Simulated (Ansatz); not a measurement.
# The false plateau in GW convergence: BaTiO3 (Barioperovskite), part 2 of 2

Aim: vary empty bands and screening cutoff apart and together in G0W0 on BaTiO3 (Barioperovskite).

Ansatz 0.2.0; G0W0 on LDA, plane waves, PAW; PAW set soft_1. Known limits of the many-body steps: not at the basis limit; no spin-orbit coupling; coarse k mesh.

So far. Step 7 (268 empty bands, screening to 150 eV): The G0W0 gap on the mesh is 3.416 eV.

**8. 476 empty bands, screening to 220 eV**

Input file input.yaml:

```yaml
crystal:
  lattice:
    - [3.9855, 0.0, 0.0]
    - [0.0, 2.8369, 2.84515]
    - [0.0, -2.8369, 2.84515]
  atoms:
    - { symbol: Ba, position: [0.0, 0.0, 0.0] }
    - { symbol: Ti, position: [0.5, 0.5124, 0.5124] }
    - { symbol: O, position: [0.0, 0.4874, 0.4874] }
    - { symbol: O, position: [0.5, 0.50524, 0.99184] }
    - { symbol: O, position: [0.5, 0.99184, 0.50524] }
kpoints:
  mp_grid: { grid: [4, 4, 4] }
hamiltonian:
  xc: lda
  pseudopotentials: { kind: paw, azcp: { folder: soft_1 }, xc_functional: pbe }
scf:
  occupations: { method: fixed }
gw:
  n_empty_bands: 476
  ecut_chi: 220
  qp_bands: [v2, c2]
  qp_kpoints: band_edges
  screening: { model: contour_deformation }
```

Started as:

```sh
ansatz run input.yaml --threads 2 --pin off --max-ram 73728MiB --backend cuda --events-out ev --progress --plain --runs-dir out --devices 1 --max-vram 13GiB
```

Numbers of over 12 decimals in the logs are rounded to 6 here.

The log of the run:

```text
GPUs: using 1 of 1 available (devices: 1).
[...]
GPU FFT provider: cuFFT
GPU libraries: cuBLAS 13.8.2, cuFFT 12.4.0, cuSOLVER 12.3.4
Crystal: 5 atoms, lattice volume = 64.337 Å³
Basis set: ecut = 420 eV, 1249 PW (Γ)
Bands: 25, of which v1, the nominal top of the filled ones, is band 20 counted from 1 (19 counted from 0)
Symmetry: 4 space group operations
[...]
k-points: 21 of 64 (time reversal used)
[...]
1    22     12.6127   -14.0439    -6.7057   -21.9609  0.7078    13.8641    13.8240  root
[...]
20    19      9.8326   -25.7586     4.4893   -20.8921  0.7070     9.4521     9.4553  root
    20    20      9.8428   -25.7535     4.4815   -20.8970  0.7070     9.4646     9.4677  root
    20    21     14.0196   -14.6747    -7.9800   -23.8503  0.6630    15.2779    15.2153  root
    20    22     14.0614   -14.7010    -8.0573   -23.9546  0.6601    15.3219    15.2577  root
[key lines of the parts left out:]
SCF converged after 9 iterations
Free energy (F): -9904.526772 eV
Fermi energy:    9.842753 eV
```

The job ended after 29 s (1 × NVIDIA H100 80GB HBM3 (shared by 6 runs) with 2 threads of AMD EPYC 7R13 (Zen 3), shared host; peak memory 2 GiB).

The G0W0 gap on the mesh is 3.458 eV.

**9. 146 empty bands, screening to 300 eV**

input.yaml: that of step 8 with these lines changed.

```diff
@@ -19,4 +19,4 @@
 gw:
-  n_empty_bands: 476
-  ecut_chi: 220
+  n_empty_bands: 146
+  ecut_chi: 300
   qp_bands: [v2, c2]
```

The log of the run:

```text
GPUs: using 1 of 1 available (devices: 1).
[...]
GPU FFT provider: cuFFT
GPU libraries: cuBLAS 13.8.2, cuFFT 12.4.0, cuSOLVER 12.3.4
Crystal: 5 atoms, lattice volume = 64.337 Å³
Basis set: ecut = 420 eV, 1249 PW (Γ)
Bands: 25, of which v1, the nominal top of the filled ones, is band 20 counted from 1 (19 counted from 0)
Symmetry: 4 space group operations
[...]
k-points: 21 of 64 (time reversal used)
[...]
18    22     13.7098   -14.7167    -7.3281   -23.5477  0.6726    15.3148    15.2126  root ?
    20    19      9.8326   -25.7586     4.8282   -20.8921  0.7053     9.7942     9.7943  root
    20    20      9.8428   -25.7535     4.8206   -20.8970  0.7052     9.8068     9.8068  root
    20    21     14.0196   -14.6747    -7.6832   -23.8503  0.6608    15.6205    15.5120  root ?
    20    22     14.0614   -14.7010    -7.7615   -23.9546  0.6579    15.6639    15.5536  root ?
[key lines of the parts left out:]
SCF converged after 9 iterations
Free energy (F): -9904.526772 eV
Fermi energy:    9.842753 eV
```

Wall time 16 s (1 × NVIDIA H100 80GB HBM3 (shared by 6 runs) with 2 threads); peak memory 2.6 GiB; 20 s of CPU time.

The G0W0 gap on the mesh is 3.418 eV.

**10. 759 empty bands, screening to 300 eV**

input.yaml: that of step 9 with these lines changed.

```diff
@@ -19,3 +19,3 @@
 gw:
-  n_empty_bands: 146
+  n_empty_bands: 759
   ecut_chi: 300
```

The log of the run:

```text
GPUs: using 1 of 1 available (devices: 1).
[...]
GPU FFT provider: cuFFT
GPU libraries: cuBLAS 13.8.2, cuFFT 12.4.0, cuSOLVER 12.3.4
Crystal: 5 atoms, lattice volume = 64.337 Å³
Basis set: ecut = 420 eV, 1249 PW (Γ)
Bands: 25, of which v1, the nominal top of the filled ones, is band 20 counted from 1 (19 counted from 0)
Symmetry: 4 space group operations
[...]
k-points: 21 of 64 (time reversal used)
[...]
1    22     12.6127   -14.0439    -6.7757   -21.9609  0.7063    13.7890    13.7540  root
[...]
20    19      9.8326   -25.7586     4.4033   -20.8921  0.7052     9.3645     9.3694  root
    20    20      9.8428   -25.7535     4.3956   -20.8970  0.7051     9.3770     9.3819  root
    20    21     14.0196   -14.6747    -8.0555   -23.8503  0.6609    15.1937    15.1397  root
    20    22     14.0614   -14.7010    -8.1330   -23.9546  0.6580    15.2375    15.1821  root
[key lines of the parts left out:]
SCF converged after 9 iterations
Free energy (F): -9904.526772 eV
Fermi energy:    9.842753 eV
```

The job ended after 43 s (1 × NVIDIA H100 80GB HBM3 (shared by 6 runs) with 2 threads; peak memory 3.2 GiB; 68 s of CPU time).

The G0W0 gap on the mesh is 3.484 eV.

**11. The grid**

Start LDA, 4×4×4 mesh. Times are wall times on 1 × NVIDIA H100 80GB HBM3 (shared by 6 runs) with 2 threads of AMD EPYC 7R13 (Zen 3), shared host, good to a factor of about two.

```csv
cutoff (eV),plane waves at q = 0,bands summed,gap (eV),Σc valence (eV),Σc conduction (eV),time
50,57,71,3.634,5.07,-5.86,7.3 s
50,57,288,3.527,4.81,-6.28,13 s
100,147,166,3.405,4.83,-6.39,7.9 s
100,147,779,3.372,4.65,-6.59,35 s
150,255,71,3.429,5.21,-5.98,7.1 s
150,255,288,3.416,4.64,-6.57,12 s
220,461,496,3.458,4.48,-6.68,29 s
300,743,166,3.418,4.82,-6.38,16 s
300,743,779,3.484,4.40,-6.74,43 s
```

**12. Results**

| Property | Result |
| --- | --- |
| 71 bands, 50 eV | 3.634 eV |
| 288 bands, 50 eV | 3.527 eV |
| 166 bands, 100 eV | 3.405 eV |
| 779 bands, 100 eV | 3.372 eV |
| 71 bands, 150 eV | 3.429 eV |
| 288 bands, 150 eV | 3.416 eV |
| 496 bands, 220 eV | 3.458 eV |
| 166 bands, 300 eV | 3.418 eV |
| 779 bands, 300 eV | 3.484 eV |
| estimated limit along the diagonal | 3.53 eV |
| mesh and start | 4×4×4, LDA |

At 50 eV, going from 71 to 288 bands moves the gap by −0.11 eV. At 100 eV, going from 166 to 779 bands moves the gap by −0.03 eV. At 150 eV, going from 71 to 288 bands moves the gap by −0.01 eV. At 300 eV, going from 166 to 779 bands moves the gap by +0.07 eV. At 71 bands, raising the cutoff from 50 to 150 eV moves it by −0.21 eV. At 288 bands, raising the cutoff from 50 to 150 eV moves it by −0.11 eV. At 166 bands, raising the cutoff from 100 to 300 eV moves it by +0.01 eV. At 779 bands, raising the cutoff from 100 to 300 eV moves it by +0.11 eV. Along the diagonal, where both rise together, the two highest rungs point to 3.53 eV. Gaps are over the mesh's points; an edge off the mesh would be missed. A low cutoff hides what high bands add, so a band series at one cutoff can look settled before the gap is. The 4×4×4 mesh is coarse for this cell (its supercell is 16 Å along the shortest edge). The RPA ε∞ on it, from the LDA start, is 6.48, 6.54 and 6.60; such meshes misread the long-range screening, most where the gap is narrow. The many-body steps are scalar-relativistic: spin-orbit coupling is not in them.

[Paths, hosts, dates, memory and timing lines, banners, echoed tables and standing remarks are left out of the program output.]

[Logs are printed without paths, hosts, clocks, repeated set-up lines and the standing remarks that a program may print on its own settings, such as how far it seeks lower states.]

[Runs of the session that timed out or met a known fault of the program may be left out.]

[Cells called generated may have been cut or substituted from an entry of the Crystallography Open Database or the Materials Project.]

[Hosts, paths, dates, database ids (printed as entryN), source tags and the programs' standing remarks are cut or masked in the printed files.]
